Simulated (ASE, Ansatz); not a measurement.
# Localised basis functions on ZnSe(100) slab, H on both faces, stepped (112 atoms), part 2 of 2

Wanted: errors and times of a linear-scaling basis for ZnSe(100) slab, H on both faces, stepped (112 atoms). A setting counts as converged where the r.m.s. difference of forces stays under 1 % of the r.m.s. force.

Ansatz 0.2.0; Kohn-Sham DFT, PBE, PAW (set soft_2, large core), plane waves.

The cell: 24 Zn, 24 Se and 64 H. Caps of real hydrogen don't mimic the fractional bonds of a polar compound. Beside vacuum, support functions can miss their usual error bounds without a warning. Only the Γ point is sampled, in a cell whose shortest periodic width is 16 Å.

So far: The structure; Plane-wave single point.

## 3. Structure statistics

These statistics describe the geometry on which the runs were made.

Normalised to the volume that the atoms fill. Pair distribution functions g(r), in bins of 0.2 Å:

```tsv
r (Å)	total	H-H	H-Se	H-Zn	Se-Se	Se-Zn	Zn-Zn
1.40	2.04	1.51	6.35	0.00	0.00	0.00	0.00
1.60	3.21	3.21	1.62	7.20	0.00	0.00	0.00
1.80	0.00	0.00	0.00	0.00	0.00	0.00	0.00
2.00	0.00	0.00	0.00	0.00	0.00	0.00	0.00
2.20	0.00	0.00	0.00	0.00	0.00	0.00	0.00
2.40	1.79	1.25	0.00	0.00	0.00	15.05	0.00
2.60	0.22	0.61	0.00	0.00	0.00	0.23	0.00
2.80	0.35	0.00	0.39	1.05	0.00	0.00	0.00
3.00	0.52	0.00	1.61	0.51	0.00	0.00	0.00
3.20	1.09	0.00	1.30	3.15	0.00	0.00	0.00
3.40	0.57	0.00	2.23	0.10	0.00	0.00	0.00
3.60	0.02	0.06	0.00	0.00	0.00	0.00	0.00
3.80	0.28	0.86	0.00	0.00	0.00	0.00	0.00
4.00	2.75	3.94	0.52	0.32	13.60	0.00	13.56
4.20	1.98	0.63	3.65	3.59	0.00	0.00	0.00
4.40	0.77	1.18	0.20	1.38	0.00	0.00	0.00
4.60	0.61	0.71	0.00	0.00	0.00	4.08	0.00
4.80	0.64	0.57	0.19	0.07	0.00	4.25	0.00
5.00	0.63	0.15	1.40	0.99	0.00	0.00	0.00
5.20	0.49	0.00	1.65	0.34	0.00	0.00	0.00
5.40	0.50	0.53	0.23	1.09	0.00	0.00	0.00
5.60	0.93	1.77	0.00	0.23	3.32	0.00	3.14
5.80	0.10	0.22	0.00	0.00	0.26	0.00	0.44
6.00	0.49	0.18	0.54	1.19	0.00	0.04	0.00
6.20	0.53	0.12	0.59	0.05	0.00	3.58	0.00
6.40	0.35	0.36	0.46	0.50	0.00	0.00	0.00
6.60	0.90	0.16	1.96	1.50	0.00	0.00	0.00
6.80	0.43	0.75	0.33	0.35	0.18	0.00	0.30
```

Bonds by pair of elements; cutoffs follow the first minimum of g(r), held within bounds set by covalent radii, and pairs that aren't listed don't count as bonded:

```tsv
pair A-B	cutoff (Å)	bonds	mean length (Å)	spread (Å)	shortest (Å)	B about A	A about B
H-Se	1.89	32	1.47	0.03	1.41	0.5	1.33
H-Zn	1.98	32	1.55	0.024	1.51	0.5	1.33
Se-Zn	2.88	64	2.45	0.025	2.40	2.67	2.67
```

How many atoms have how many bonded neighbours:

```tsv
element	mean	1	4
H	1	64	0
Se	4	0	24
Zn	4	0	24
```

Bond angles, per cent of each kind in bins of 5°:

```tsv
angle (°)	H-Zn-Se	Zn-Se-Zn	H-Se-Zn	Se-Zn-Se	H-Se-H
105–110	68.1	75.0	62.5	66.7	62.5
110–115	31.9	25.0	37.5	33.3	37.5
```

Bond angles (no mean is given where the spread exceeds 20°):

```tsv
angle	count	mean (°)	spread (°)
H-Zn-Se	72	109	1.4
Zn-Se-Zn	64	109	1
H-Se-Zn	64	110	1.4
Se-Zn-Se	60	110	0.9
H-Se-H	16	109	1.3
```

Counting bonds as in the table, all H atoms have 1, all Se atoms have 4 and all Zn atoms have 4 bonded neighbours. The H-Zn-Se angle averages 109° with a spread of 1.4°.

A closer look about Se32, whose charge lies farthest from its element's mean: 13 atoms, nearest first, numbered in the order of the input, with positions taken from that point.

```tsv
atom	x	y	z	distance (Å)	bonds	Löwdin charge (e)	Fx	Fy	Fz (eV/Å)
Se32	0.00	0.00	0.00	0.00	4	-1.04	-0.38	-0.06	-0.49
Zn13	-1.99	-0.04	-1.36	2.41	4	1.24	-0.05	0.13	1.04
Zn29	2.02	-0.01	-1.35	2.43	4	1.19	-0.01	-0.25	1.05
Zn19	0.04	2.01	1.44	2.47	4	1.24	0.81	-0.14	0.22
Zn31	0.05	-2.00	1.45	2.47	4	1.24	0.49	0.03	-0.02
H69	-1.25	1.98	2.34	3.31	1	-0.27	-1.48	0.01	0.34
H83	-1.26	-2.02	2.32	3.32	1	-0.27	-1.41	0.00	0.27
H68	1.30	1.94	2.36	3.33	1	-0.41	-0.04	-0.02	0.08
H80	3.31	-0.02	-0.48	3.35	1	-0.37	0.00	-0.04	-0.09
H84	1.30	-2.04	2.35	3.37	1	-0.41	0.25	0.02	0.24
Se16	-3.96	-0.07	0.03	3.96	4	-1.04	0.30	0.24	-0.64
Se2	-1.99	1.99	-2.80	3.96	4	-0.23	0.56	-0.11	1.39
Se18	2.06	1.94	-2.78	3.97	4	-0.24	-0.63	0.28	0.54
```

The column of bonds counts only the pairs H-Se within 1.89 Å, H-Zn within 1.98 Å, Se-Zn within 2.88 Å; other neighbours, such as metal atoms beside each other in a compound, aren't counted, and periodic images can show an atom twice.

## 4. Support functions medium

The cell is solved in localised support functions.

This step: Kohn-Sham DFT, PBE, PAW (set soft_2, large core), localised support functions (medium) (Ansatz 0.2.0).

The input, input.yaml:

```yaml
crystal:
  lattice:
    - [16.03152, 0.0, 0.0]
    - [0.0, 16.03152, 0.0]
    - [0.0, 0.0, 17.9946]
  atoms:
    [... the 112 atom lines of step 2 ...]
kpoints:
  mp_grid: { grid: [1, 1, 1] }
hamiltonian:
  xc: pbe
  pseudopotentials: { kind: paw, core: large }
scf:
  occupations: { method: fermi_dirac, width: 0.05 }
  eigensolver: { kind: { support_functions: { accuracy: medium } } }
  mixing: { beta: 0.4 }
  max_iter: 150
output:
  forces: true
```

On the command line:

```
$ ansatz run input.yaml --threads 8 --pin off --max-ram 15872MiB --backend cpu --events-out ev --progress --plain --runs-dir out
```

Numbers of over 12 decimals in the logs are rounded to 6 here.

What it wrote:

```text
Warning: scf.eigensolver.kind.support_functions: disabling space-group detection — the functions' gradient is summed over unrotated k-points, so no spatial operation reduces the k-mesh or symmetrises the density; time reversal is kept, so that k and −k are solved as one point where they differ and the mesh holds both, and exact exchange and, on two spinor components, a DFT+U term hold to it where the run has them: [...]
settings of this run that can trade accuracy for cost: scf.eigensolver.kind.support_functions [...]
[...]
Crystal: 112 atoms, lattice volume = 4624.786 Å³
Basis set: ecut = 420 eV, 90397 PW (Γ), exchange–correlation on 216×216×250 points (8 copies of the dense FFT grid, shifted against one another)
Bands: 298, of which v1, the nominal top of the filled ones, is band 248 counted from 1 (247 counted from 0)
Symmetry: 1 space group operations
k-points: 1
[...]
SCF iter   1: F=—  HF=-142459.639348 eV  |F-HF|=—  |Δ(HF+E_count)|=         —  Δρ=4.48e-2  dr2=2.12e2  ethr=1.00e-1
[...]
SCF iter  23: F=-142511.814157 eV  HF=-142511.814158 eV  |F-HF|=5.61e-7  |Δ(HF+E_count)|=   1.10e-7  Δρ=1.98e-6  dr2=9.73e-7  ethr=5.12e-10
SCF 1 converged in 23 iterations: F = -142511.824611 eV  dr2 = 9.73e-7
[...]
SCF converged after 23 iterations
Stability not checked: this state was not tested for a lower state beside it, because the mixer in use, unlike msr1, does not test its closes by its own steps (another_mixer; see scf.mixing.algorithm and scf.lower_state_search)
Free energy (F): -142511.824611 eV
[...]
Internal energy: -142511.477849 eV  (E = F + TS)
E sigma→0 (E₀):  -142511.651230 eV
Entropy (-TS):   -0.346762 eV (-3.096 meV/atom)
Fermi energy:    -1.178077 eV
[...]
--- Forces (eV/Å), atoms counted from 1 ---
  atom   1  Zn    -0.03963059    -0.01459321     1.46476234
  atom   2  Se     0.55568015    -0.11126551     1.39017727
  atom   3  Zn    -0.45368399    -0.03581233    -0.21057225
  atom   4  Se     0.72398782    -0.06826270    -0.67798631
  atom   5  Zn    -0.07135678    -0.04219109     1.31892253
  atom   6  Se     0.14314455     0.05606194     0.05614438
  atom   7  Zn    -0.89528812    -0.07415290     0.07209683
  atom   8  Se     0.68216499     0.13082787    -0.75474109
  atom   9  Zn    -0.31167800    -0.04535970     1.28028053
  atom  10  Se    -0.08010532     0.01270313     1.71110974
  atom  11  Zn    -0.65908116    -0.04164951     0.10793446
  atom  12  Se     0.73979362     0.08917297    -0.79160669
  atom  13  Zn    -0.04725671     0.12751360     1.04210187
  atom  14  Se     1.00972812    -0.07278456     1.54043568
[...]
atom 111  H      1.73809092     0.00141475    -1.10982968
  atom 112  H     -2.13332690    -0.05089397    -1.33032974
  max |Σ_I F_I| component: 4.90e-3 eV/Å
--- Band table (eV) ---
[...]
guard bands above this table: 42 of the run's 298 bands (output.publish_guard_bands: true publishes all)
[...]
```

The job ended after 2.1 min (8 threads of Arm Neoverse V1, shared host; peak memory 5.2 GiB).

The program notes that the band table was not solved further than the SCF left it and it switched symmetry off.

Keys that differ from the reference: support_functions.accuracy = "medium", scf.max_iter = 150 and scf.mixing.beta = 0.4.

Forces differ from the reference by 1.6 meV/Å r.m.s., 0.19 % of their size, well within a tolerance of 1 %; the energy by -2.1 meV/atom. It took 2.1 min and 23 cycles; the reference's time can't be set against it, since the two runs asked for unlike analyses.

## 5. Cost against change

Differences are against the plane-wave reference (Kohn-Sham DFT, PBE, PAW (set soft_2, large core), plane waves), whose r.m.s. force component is 0.818 eV/Å. Energies are set beside the reference only for runs with its functional, potentials and electron count. Times are for 8 threads of Arm Neoverse V1, shared host. The reference's time includes the DOS and grids, which some other runs skip.

```tsv
run	Δ force, r.m.s. (meV/Å)	share of r.m.s. force (%)	Δ energy (meV/atom)	cycles	time	host memory (GiB)
reference	-	-	-	20	65 s	4.9
support functions medium	1.57	0.192	-2.11	23	2.1 min	5.2
```

## 6. Summary of results

```yaml
free_energy_per_atom: -1272.4249 eV/atom
r_m_s_force_component: 0.8176 eV/Å
wall_time_of_the_2_dft_runs: 3.2 min
```

Against plane waves at 420 eV, the forces differ by 1.6 meV/Å (0.19 %) with support functions medium. At 112 atoms the run with support functions medium takes roughly 1.9 times the time of plane waves (whose run also made extra analyses, so the like-for-like ratio is larger), in 23 SCF cycles against 20. Differences between support functions and plane waves include what basis error the plane-wave run still has.

Levels near the Fermi energy are neither full nor empty under the smearing, so no gap is quoted. Counting bonds as in the table, all H atoms have 1, all Se atoms have 4 and all Zn atoms have 4 bonded neighbours.

**Limits.** The geometry was built by rule, was displaced at random and isn't relaxed at this level: its force components are 0.82 eV/Å r.m.s. The slab bears a dipole and has periodic images along its normal, so a spurious field crosses the vacuum.

[Logs are printed without paths, hosts, clocks, repeated set-up lines and the standing remarks that a program may print on its own settings, such as how far it seeks lower states.]

[Hosts, paths, dates, database ids (printed as entryN), source tags and the programs' standing remarks are cut or masked in the printed files.]
